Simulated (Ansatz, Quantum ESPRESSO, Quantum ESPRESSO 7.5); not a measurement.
## Work function of Mo(100), 7 layers

Wanted: work functions and the surface dipole of Mo(100), 7 layers at several levels, with their cost.

Main program and level: Quantum ESPRESSO 7.5; plane-wave DFT, PBE, GBRV ultrasoft pseudopotentials (geometry and cross-check by Ansatz 0.2.0 with PAW datasets; geometry under PBE).

The experiments to compare with:

For Mo (clean (100) face, which reconstructs), “Anisotropic work function of elemental crystals” (2019, arxiv:1902.07811) quotes earlier work: work function (clean (100) face, which reconstructs) 4.45 eV.

## Step 1: The starting structure

The cell holds 7 atoms: 7 Mo. Cell: a = 3.150 Å, b = 3.150 Å, c = 25.450 Å, α = 90.0°, β = 90.0°, γ = 90.0°. It derives from Mo. Vacuum lies along c.

## Step 2: Relaxation with Ansatz

A relaxation in Ansatz fixes the structure of this slab for the runs on it.

input.yaml reads:

```yaml
crystal:
  lattice:
    - [3.15, 0.0, 0.0]
    - [0.0, 3.15, 0.0]
    - [0.0, 0.0, 25.45]
  atoms:
    - { symbol: Mo, position: [0.0, 0.0, 0.3143418468] }
    - { symbol: Mo, position: [0.5, 0.5, 0.3762278978] }
    - { symbol: Mo, position: [0.0, 0.0, 0.4381139489] }
    - { symbol: Mo, position: [0.5, 0.5, 0.5] }
    - { symbol: Mo, position: [0.0, 0.0, 0.5618860511] }
    - { symbol: Mo, position: [0.5, 0.5, 0.6237721022] }
    - { symbol: Mo, position: [0.0, 0.0, 0.6856581532] }
kpoints:
  mp_grid: { grid: [8, 8, 1] }
hamiltonian:
  xc: pbe
scf:
  occupations: { method: fermi_dirac, width: 0.1 }
  convergence: { dr2_threshold: 1.0e-08 }
efield:
  axis: 3
  dipole_correction: true
  ramp_position: 0.97
  ramp_width: 0.04
relax:
  f_tol: 0.01
  constraints: [{ sites: [2, 3, 4] }]
output:
  write_potential: true
  write_density: true
  volumetric_format: npy
```

Launch:

```
> ansatz run input.yaml --threads 4 --pin off --max-ram 8192MiB --backend cpu --events-out ev --progress --plain --runs-dir out
```

Numbers of over 12 decimals in the logs are rounded to 6 here.

Output:

```text
Engine: ansatz 0.2.0, aarch64-unknown-linux-gnu
Pseudopotentials: kind: paw
Pseudopotential: Mo, paw, valence charge 14, recommended cutoff 420 eV (normal), Mo.paw.azcp
Functional definition: PBE
  parameter kappa = 0.804
  parameter beta = 0.066725
  exchange = pbe_x(kappa = kappa, mu = beta*pi^2/3)
  correlation = pbe_c(beta = beta)
Crystal: 7 atoms, lattice volume = 252.528 Å³
Basis set: ecut = 420 eV, 4957 PW (Γ), exchange–correlation on 48×48×360 points (8 copies of the dense FFT grid, shifted against one another)
Bands: 59, of which v1, the nominal top of the filled ones, is band 49 counted from 1 (48 counted from 0)
Symmetry: 8 space group operations
k-points: 15 of 64
Non-local potential: Mo, projectors of the file, l = 0: 3, l = 1: 2, l = 2: 2, l = 3: 1
PAW form: soft (Blöchl's): semilocal exchange-correlation on the pseudo side does not see the compensation charge
PAW one-centre angular grid: Mo, 590 points (default); XC on 64 Gauss nodes
Initial density: superposition of atomic densities (neutral atoms: chi_scale 0, normalization atom), corrected by the library's trained network
Initial wavefunctions: pseudopotential atomic-orbital guess
Functional: x = pbe(κ = 0.804, μ = 0.219515), c = pbe(β = 0.066725)
SCF iter   1: F=—  HF=-34688.021322 eV  |F-HF|=—  |Δ(HF+E_count)|=         —  Δρ=8.59e-3  dr2=1.09e0  ethr=1.77e-3  p=-0.001 e·Å  D=-4.08e-4 V/Å  ΔV_dip=0.01 eV  dr2_dipole=8.31e-4  V_vac-E_F(+/−)=4.04/4.03 eV  ⟨swp⟩=8.2  Hψ=4150  notcnv=0
efield: sawtooth ramp at fractional position 0.9700 (set: `efield.ramp_position`, or a place that a band, a saddle search or an elastic batch's reference lends), width 0.0400; the density the first Hamiltonian is built on has a dipole p = -0.001 e·Å; the dipole correction subtracts the counter field D = -4.08e-4 V/Å, which shifts the + side's vacuum level by +0.01 eV against the − side's; the planar-averaged density in the ramp window peaks in size at 1.3e-5 e/Å³
preconditioner: auto → LDOS  [metal: Δε(μ)=0.073 eV  Ē_g=3.728 eV  σ=0.100 eV  W_gap=0.18  n_scr=54 (ndim 8)  ℏωp=15.1 eV  f_vac=0.489  D(μ)=6.33/eV (n_scr^D=44)  β→1.0]
SCF iter   2: F=—  HF=-34687.990355 eV  |F-HF|=—  |Δ(HF+E_count)|=   3.10e-2  Δρ=5.31e-3  dr2=1.43e-1  ethr=1.11e-3  p=-0.000 e·Å  D=-3.31e-6 V/Å  ΔV_dip=0.00 eV  dr2_dipole=4.78e-5  V_vac-E_F(+/−)=3.97/3.97 eV  ⟨swp⟩=2.1  Hψ=1144  notcnv=0
SCF iter   3: F=—  HF=-34687.982750 eV  |F-HF|=—  |Δ(HF+E_count)|=   7.61e-3  Δρ=3.06e-3  dr2=5.30e-2  ethr=1.46e-4  p=-0.000 e·Å  D=-2.25e-5 V/Å  ΔV_dip=0.00 eV  dr2_dipole=3.64e-7  V_vac-E_F(+/−)=3.97/3.97 eV  ⟨swp⟩=2.1  Hψ=1331  notcnv=0
SCF iter   4: F=—  HF=-34687.977860 eV  |F-HF|=—  |Δ(HF+E_count)|=   4.89e-3  Δρ=3.08e-4  dr2=5.60e-4  ethr=5.41e-5  p=-0.000 e·Å  D=-1.70e-5 V/Å  ΔV_dip=0.00 eV  dr2_dipole=2.81e-10  V_vac-E_F(+/−)=3.97/3.97 eV  ⟨swp⟩=2.0  Hψ=1099  notcnv=0
SCF iter   5: F=—  HF=-34687.977984 eV  |F-HF|=—  |Δ(HF+E_count)|=   1.24e-4  Δρ=1.55e-4  dr2=1.30e-4  ethr=5.72e-7  p=-0.000 e·Å  D=-5.62e-6 V/Å  ΔV_dip=0.00 eV  dr2_dipole=3.58e-8  V_vac-E_F(+/−)=3.97/3.97 eV  ⟨swp⟩=3.0  Hψ=1442  notcnv=0
SCF iter   6: F=—  HF=-34687.977990 eV  |F-HF|=—  |Δ(HF+E_count)|=   6.23e-6  Δρ=5.71e-5  dr2=1.75e-5  ethr=1.32e-7  p=-0.000 e·Å  D=-2.24e-6 V/Å  ΔV_dip=0.00 eV  dr2_dipole=1.08e-8  V_vac-E_F(+/−)=3.97/3.97 eV  ⟨swp⟩=2.0  Hψ=1109  notcnv=0
SCF iter   7: F=—  HF=-34687.978014 eV  |F-HF|=—  |Δ(HF+E_count)|=   2.33e-5  Δρ=1.98e-5  dr2=1.69e-6  ethr=1.79e-8  p=-0.000 e·Å  D=-3.75e-7 V/Å  ΔV_dip=0.00 eV  dr2_dipole=6.21e-10  V_vac-E_F(+/−)=3.97/3.97 eV  ⟨swp⟩=2.2  Hψ=1193  notcnv=0
SCF iter   8: F=—  HF=-34687.978126 eV  |F-HF|=—  |Δ(HF+E_count)|=   1.12e-4  Δρ=6.90e-6  dr2=3.93e-7  ethr=1.72e-9  p=0.000 e·Å  D=5.23e-7 V/Å  ΔV_dip=-0.00 eV  dr2_dipole=3.26e-10  V_vac-E_F(+/−)=3.97/3.97 eV  ⟨swp⟩=2.6  Hψ=1526  notcnv=0
SCF iter   9: F=—  HF=-34687.978126 eV  |F-HF|=—  |Δ(HF+E_count)|=   1.15e-7  Δρ=2.50e-6  dr2=3.94e-8  ethr=4.01e-10  p=0.000 e·Å  D=1.27e-6 V/Å  ΔV_dip=-0.00 eV  dr2_dipole=1.70e-11  V_vac-E_F(+/−)=3.97/3.97 eV  ⟨swp⟩=2.4  Hψ=1303  notcnv=0
SCF iter  10: F=-34687.978126 eV  HF=-34687.978126 eV  |F-HF|=2.98e-10  |Δ(HF+E_count)|=   1.03e-8  Δρ=9.12e-7  dr2=7.39e-9  ethr=1.02e-11  p=0.000 e·Å  D=1.56e-6 V/Å  ΔV_dip=-0.00 eV  dr2_dipole=2.68e-13  V_vac-E_F(+/−)=3.97/3.97 eV  ⟨swp⟩=10.8  Hψ=6507  notcnv=0
SCF 1 converged in 10 iterations: F = -34687.978126 eV  dr2 = 7.39e-9
  greatest PAW one-centre occupation: 0.998 electrons in one spin orbital (limit 2), on the Mo atom at site 0 (counted from 0), in its partial waves of l = 0
relax step   1: F+E_penalty+E_count = -34687.97812620 eV  Δ(F+E_penalty+E_count) = +0.000e0 eV  max|allowed force component| = 1.397e0 eV/Å  Δτ_max = 0.0000 Å  (10 SCF iters, accepted)
Initial density: handed on by an earlier stage of this run
Initial wavefunctions: those handed on with the density
iter 1 solved again at ethr=6.65e-4 eV; its pass at ethr=3.10e-3 eV (dr2=6.52e-1 eV) is discarded
SCF iter   1: F=—  HF=-34688.183307 eV  |F-HF|=—  |Δ(HF+E_count)|=         —  Δρ=1.46e-2  dr2=7.08e-1  ethr=6.65e-4  p=0.000 e·Å  D=3.92e-6 V/Å  ΔV_dip=-0.00 eV  dr2_dipole=1.22e-8  V_vac-E_F(+/−)=4.04/4.04 eV  ⟨swp⟩=1.9  Hψ=3496  notcnv=0
efield: sawtooth ramp at fractional position 0.9700 (set: `efield.ramp_position`, or a place that a band, a saddle search or an elastic batch's reference lends), width 0.0400; the density the first Hamiltonian is built on has a dipole p = 0.000 e·Å; the dipole correction subtracts the counter field D = 3.92e-6 V/Å, which shifts the + side's vacuum level by -0.00 eV against the − side's; the planar-averaged density in the ramp window peaks in size at 4.0e-6 e/Å³
eigensolver tolerance schedule calibrated: the retry pair's looser diagonalisation under-reported the residual by θ = 0.08 (0.12/decade); ethr = c·dr2/N_el runs at the constant in force after the calibration composes with the one it found (an armed cap, an earlier calibration), c = 7.2e-2
preconditioner: auto → LDOS  [metal: Δε(μ)=0.018 eV  Ē_g=3.941 eV  σ=0.100 eV  W_gap=0.05  n_scr=54 (ndim 8)  ℏωp=15.1 eV  f_vac=0.506  D(μ)=7.19/eV (n_scr^D=54)  β→1.0]
SCF iter   2: F=—  HF=-34688.164515 eV  |F-HF|=—  |Δ(HF+E_count)|=   1.88e-2  Δρ=9.22e-3  dr2=5.24e-1  ethr=5.23e-4  p=0.001 e·Å  D=3.90e-4 V/Å  ΔV_dip=-0.01 eV  dr2_dipole=1.50e-3  V_vac-E_F(+/−)=3.92/3.93 eV  ⟨swp⟩=3.1  Hψ=1742  notcnv=0
[...]
SCF iter   6: F=—  HF=-34688.234627 eV  |F-HF|=—  |Δ(HF+E_count)|=   3.35e-7  Δρ=4.55e-5  dr2=1.33e-5  ethr=1.07e-7  p=-0.000 e·Å  D=-7.30e-6 V/Å  ΔV_dip=0.00 eV  dr2_dipole=8.97e-9  V_vac-E_F(+/−)=3.92/3.92 eV  ⟨swp⟩=2.0  Hψ=1132  notcnv=0
SCF iter   7: F=—  HF=-34688.234632 eV  |F-HF|=—  |Δ(HF+E_count)|=   5.04e-6  Δρ=1.04e-5  dr2=6.47e-7  ethr=1.36e-8  p=-0.000 e·Å  D=-1.44e-6 V/Å  ΔV_dip=0.00 eV  dr2_dipole=2.76e-8  V_vac-E_F(+/−)=3.92/3.92 eV  ⟨swp⟩=2.2  Hψ=1324  notcnv=0
SCF iter   8: F=—  HF=-34688.234751 eV  |F-HF|=—  |Δ(HF+E_count)|=   1.20e-4  Δρ=4.45e-6  dr2=8.01e-8  ethr=6.60e-10  p=-0.000 e·Å  D=-3.69e-7 V/Å  ΔV_dip=0.00 eV  dr2_dipole=2.50e-9  V_vac-E_F(+/−)=3.92/3.92 eV  ⟨swp⟩=3.0  Hψ=1671  notcnv=0
SCF iter   9: F=-34688.234751 eV  HF=-34688.234751 eV  |F-HF|=1.68e-9  |Δ(HF+E_count)|=   5.17e-8  Δρ=8.38e-7  dr2=6.37e-9  ethr=1.02e-11  p=0.000 e·Å  D=7.96e-8 V/Å  ΔV_dip=-0.00 eV  dr2_dipole=5.33e-11  V_vac-E_F(+/−)=3.92/3.92 eV  ⟨swp⟩=8.1  Hψ=6712  notcnv=0
SCF 3 converged in 9 iterations: F = -34688.234751 eV  dr2 = 6.37e-9
relax step   3: F+E_penalty+E_count = -34688.23475149 eV  Δ(F+E_penalty+E_count) = -1.171e-1 eV  max|allowed force component| = 4.722e-2 eV/Å  Δτ_max = 0.0617 Å  (9 SCF iters, accepted)
SCF iter   1: F=—  HF=-34688.234955 eV  |F-HF|=—  |Δ(HF+E_count)|=         —  Δρ=5.13e-4  dr2=2.77e-3  ethr=8.54e-6  p=0.000 e·Å  D=1.37e-8 V/Å  ΔV_dip=-0.00 eV  dr2_dipole=7.06e-11  V_vac-E_F(+/−)=3.92/3.92 eV  ⟨swp⟩=2.1  Hψ=1471  notcnv=0
efield: sawtooth ramp at fractional position 0.9700 (set: `efield.ramp_position`, or a place that a band, a saddle search or an elastic batch's reference lends), width 0.0400; the density the first Hamiltonian is built on has a dipole p = 0.000 e·Å; the dipole correction subtracts the counter field D = 1.37e-8 V/Å, which shifts the + side's vacuum level by -0.00 eV against the − side's; the planar-averaged density in the ramp window peaks in size at 2.0e-6 e/Å³
preconditioner: auto → LDOS  [metal: Δε(μ)=0.014 eV  Ē_g=3.856 eV  σ=0.100 eV  W_gap=0.04  n_scr=54 (ndim 8)  ℏωp=15.1 eV  f_vac=0.501  D(μ)=6.62/eV (n_scr^D=44)  β→1.0]
SCF iter   2: F=—  HF=-34688.234908 eV  |F-HF|=—  |Δ(HF+E_count)|=   4.69e-5  Δρ=3.93e-4  dr2=1.05e-3  ethr=2.83e-6  p=-0.000 e·Å  D=-4.89e-6 V/Å  ΔV_dip=0.00 eV  dr2_dipole=3.02e-7  V_vac-E_F(+/−)=3.92/3.92 eV  ⟨swp⟩=1.4  Hψ=1046  notcnv=0
SCF iter   3: F=—  HF=-34688.234832 eV  |F-HF|=—  |Δ(HF+E_count)|=   7.61e-5  Δρ=1.60e-4  dr2=1.94e-4  ethr=1.07e-6  p=-0.000 e·Å  D=-2.19e-6 V/Å  ΔV_dip=0.00 eV  dr2_dipole=6.10e-8  V_vac-E_F(+/−)=3.92/3.92 eV  ⟨swp⟩=2.0  Hψ=1151  notcnv=0
SCF iter   4: F=—  HF=-34688.234815 eV  |F-HF|=—  |Δ(HF+E_count)|=   1.61e-5  Δρ=2.06e-5  dr2=2.18e-6  ethr=1.98e-7  p=-0.000 e·Å  D=-9.32e-7 V/Å  ΔV_dip=0.00 eV  dr2_dipole=1.05e-8  V_vac-E_F(+/−)=3.92/3.92 eV  ⟨swp⟩=2.1  Hψ=1204  notcnv=0
SCF iter   5: F=—  HF=-34688.234941 eV  |F-HF|=—  |Δ(HF+E_count)|=   1.25e-4  Δρ=1.32e-5  dr2=1.24e-6  ethr=2.23e-9  p=-0.000 e·Å  D=-3.02e-7 V/Å  ΔV_dip=0.00 eV  dr2_dipole=1.98e-9  V_vac-E_F(+/−)=3.92/3.92 eV  ⟨swp⟩=3.0  Hψ=1466  notcnv=0
SCF iter   6: F=—  HF=-34688.234941 eV  |F-HF|=—  |Δ(HF+E_count)|=   6.10e-8  Δρ=4.38e-6  dr2=1.39e-7  ethr=1.26e-9  p=0.000 e·Å  D=1.95e-7 V/Å  ΔV_dip=-0.00 eV  dr2_dipole=4.74e-11  V_vac-E_F(+/−)=3.92/3.92 eV  ⟨swp⟩=1.9  Hψ=1060  notcnv=0
SCF iter   7: F=—  HF=-34688.234941 eV  |F-HF|=—  |Δ(HF+E_count)|=   1.43e-8  Δρ=1.45e-6  dr2=1.81e-8  ethr=1.41e-10  p=0.000 e·Å  D=5.01e-7 V/Å  ΔV_dip=-0.00 eV  dr2_dipole=5.37e-11  V_vac-E_F(+/−)=3.92/3.92 eV  ⟨swp⟩=2.1  Hψ=1316  notcnv=0
SCF iter   8: F=-34688.234941 eV  HF=-34688.234941 eV  |F-HF|=4.73e-9  |Δ(HF+E_count)|=   4.53e-9  Δρ=8.03e-7  dr2=5.46e-9  ethr=1.02e-11  p=0.000 e·Å  D=5.57e-7 V/Å  ΔV_dip=-0.00 eV  dr2_dipole=3.05e-12  V_vac-E_F(+/−)=3.92/3.92 eV  ⟨swp⟩=9.5  Hψ=5886  notcnv=0
SCF 4 converged in 8 iterations: F = -34688.234941 eV  dr2 = 5.46e-9
relax step   4: F+E_penalty+E_count = -34688.23494075 eV  Δ(F+E_penalty+E_count) = -1.893e-4 eV  max|allowed force component| = 6.469e-3 eV/Å  Δτ_max = 0.0056 Å  (8 SCF iters, accepted)
NSCF: frozen V_eff on 15 k-points
the band table was solved once a step of the walk had ended and its energy, with any forces and stress, was formed, with the checks that follow a solve (3730 applications of the Hamiltonian). They found nothing against the state; the energy, forces and stress were not computed again (output.eigenvalues in the input reference)
WARN: The output density's exchange-correlation potential varies sharply where the density is thin. Do not read a vacuum level from v_tot or v_xc, or from such a field of the output density. On a cell that repeats whose density bears no net charge and no dipole along the vacuum's axis use v_es (v_loc + v_h of the components); under efield.dipole_correction with no amplitude use v_es + v_field, which holds any externa [...]
SCF converged after 8 iterations
Free energy (F): -34688.234941 eV
Harris-Foulkes:  -34688.234941 eV  (|F-HF|=4.73e-9)
Internal energy: -34688.017113 eV  (E = F + TS)
E sigma→0 (E₀):  -34688.126027 eV
Entropy (-TS):   -0.217827 eV (-31.118 meV/atom)
Fermi energy:    6.947105 eV
Dipole field:    D = -0.000002 V/Å  (p = -0.000002 e·Å, saw-weighted, corrected)
Work function:   Φ+ = 3.9153 eV   Φ− = 3.9153 eV
Levels:          The Fermi level and band energies are counted from a zero that moves with the ramp; work functions are not
--- Per-component energies (eV) ---
  E_band       = -1747.272591
  E_kinetic    = 3083.308879
  E_local      = -127823.423743  (includes V_loc(G=0)·N_el)
  E_nonlocal   = 1004.012625
  E_hartree    = 62297.873761
  E_xc         = -1280.351113
  E_vxc        = -1597.479956  (∫ρ·V_xc dr)
  E_paw        = -22410.071688  (= ΣΔE_a)
  E_vpaw       = -1009.416709  (= ΣTr[D̂ρ^β])
  E_aug_tail   = 0.000298  (compensation charges beyond the density's cutoff)
  E_efield     = 0.000000  (sawtooth field / dipole correction)
  E_vefield    = 0.000038  (∫n·V_field dr)
  E_ewald      = 50440.633868
  E_smearing   = -0.217827  (= −TS)
  E_closure    = 0.000000  (closes the sum)
  Σ components = -34688.234941   (vs F -34688.234941, Δ=0.00e0)
--- Forces (eV/Å), atoms counted from 1 ---
  atom   1  Mo     0.00000000     0.00000000     0.00405097
  atom   2  Mo     0.00000000     0.00000000     0.00646468
  atom   3  Mo    -0.00000000    -0.00000000    -0.10268886
  atom   4  Mo     0.00000000     0.00000000     0.00000314
  atom   5  Mo     0.00000000     0.00000000     0.10269380
  atom   6  Mo    -0.00000000    -0.00000000    -0.00646931
  atom   7  Mo    -0.00000000    -0.00000000    -0.00405310
  max |Σ_I F_I| component: 1.32e-6 eV/Å
--- Band table (eV; the first three rows and the last of 15) ---
  k-point 0: bands = [... 45 lower, 6.2513, 6.2513, 6.2988, 6.7724, 6.7724, 6.8511, 6.9310, 6.9414, ... 6 higher]
  k-point 1: bands = [... 45 lower, 6.3802, 6.3810, 6.4313, 6.4692, 6.9781, 6.9953, 7.3309, 7.4783, ... 6 higher]
  k-point 2: bands = [... 45 lower, 5.9641, 6.1115, 6.2790, 6.3034, 7.4267, 7.4392, 7.4462, 7.7252, ... 6 higher]
  k-point 14: bands = [... 45 lower, 7.0556, 7.0556, 8.4063, 8.4410, 8.8812, 8.9859, 9.0769, 9.0881, ... 6 higher]
--- Relaxed structure (4 steps of the walk, 4 accepted, 0 SCFs on fresh bases) ---
  F+E_penalty+E_count = -34688.23494075 eV   max|allowed force component| = 6.469e-3 eV/Å
  atoms:
    - { symbol: Mo, position: [7.858936057384873e-18, 0, 0.319348] }
    - { symbol: Mo, position: [0.500000, 0.500000, 0.374509] }
    - { symbol: Mo, position: [0.0, 0.0, 0.438114] }
    - { symbol: Mo, position: [0.500000, 0.500000, 0.5] }
    - { symbol: Mo, position: [0.0, 0.0, 0.5618860511] }
    - { symbol: Mo, position: [0.500000, 0.500000, 0.625491] }
    - { symbol: Mo, position: [-7.858892047150167e-18, 0, 0.680652] }
```

It took 18 s on 4 threads of Arm Neoverse V2, shared host; peak memory 0.65 GiB; 71 s of CPU time.

Step by step:

```tsv
step	energy less that of the first step (eV)	largest force component (eV/Å)
1	0.0000	1.3975
2	-0.1395	1.1361
3	-0.2566	0.0472
4	-0.2568	0.0065
```

Forces are held to the 8 operations that the run works with; a distortion that breaks them can't arise in this run.

The atoms that moved most (Å):

```tsv
atom	dx	dy	dz	length
Mo1	0.000	0.000	0.127	0.127
Mo7	0.000	0.000	-0.127	0.127
Mo6	0.000	0.000	0.044	0.044
Mo2	0.000	0.000	-0.044	0.044
```

The relaxation lowers the energy by 37 meV an atom. Held were the atoms numbered 3, 4 and 5; the forces quoted are those on the free ones.

Read from the output:

- free energy: -34688.2349 eV
- energy at zero smearing: -34688.1260 eV
- smearing term TS: 0.2178 eV
- Fermi energy: 6.947 eV
- symmetry operations: 8
- work function of the upper face: 3.915 eV
- work function of the lower face: 3.915 eV
- dipole along the normal: -2.14e-6 e·Å

(Continued in part 2 of 6.)

[Logs are printed without paths, hosts, clocks, repeated set-up lines and the standing remarks that a program may print on its own settings, such as how far it seeks lower states.]

[Hosts, paths, dates, database ids (printed as entryN), source tags and the programs' standing remarks are cut or masked in the printed files.]

[Maps of the electrostatic potential energy from Ansatz leave out the sawtooth potential of an applied field or a dipole correction, so their vacuum need not be flat; planar profiles and work functions include it.]
